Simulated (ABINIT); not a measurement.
Planning a run of ABINIT 10.8.3 on PtSe2 (P-3m1). The input:

```
acell 3*1.0 Angstrom
rprim 
  3.717306547987 0.000000000003 0.000000000000
  -1.858653273996 3.219281904210 0.000000000000
  0.000000000000 0.000000000000 5.820074020000
ntypat 2
znucl 78 34
natom 3
typat 1 2 2
xred 
  0.000000000000 0.000000000000 0.000000000000
  0.666666666667 0.333333333333 0.774611840000
  0.333333333333 0.666666666667 0.225388160000
pp_dirpath "pseudos"
pseudos "Pt.upf, Se.upf"
ecut 48
ngkpt 3 3 2
nshiftk 1
shiftk 0 0 0
kptopt 1
chksymbreak 0
istwfk *1
occopt 1
irdwfk 1
optdriver 3
nband 219
ecuteps 6.06
inclvkb 2
awtr 1
symchi 1
indata_prefix "in"
outdata_prefix "out"
tmpdata_prefix "tmp"
```

```sh
OMP_NUM_THREADS=1 mpirun -n 4 abinit run.abi > log
```

**Question.** How long will it take on 4 MPI ranks of Arm Neoverse V2, shared host, and how much memory?

It took 91 s; on shared hardware allow 45 s to 3 min. Peak host memory was 1.5 GiB.

[Paths, hosts, dates, memory and timing lines, banners, echoed tables and standing remarks are left out of the program output.]

[Logs are printed without paths, hosts, clocks, repeated set-up lines and the standing remarks that a program may print on its own settings, such as how far it seeks lower states.]

[Runs of the session that timed out or met a known fault of the program may be left out.]

[Hosts, paths, dates, database ids (printed as entryN), source tags and the programs' standing remarks are cut or masked in the printed files.]

[G0W0 gaps are taken among the corrected bands and points alone; a level outside them can change the order at an edge.]

[Where Ansatz stands beside ABINIT at settings called matched, ABINIT's density can come from a denser mesh and the files from another edition; pairs whose starting gaps differed by over 0.03 eV were left out, so agreement reads better than it is.]
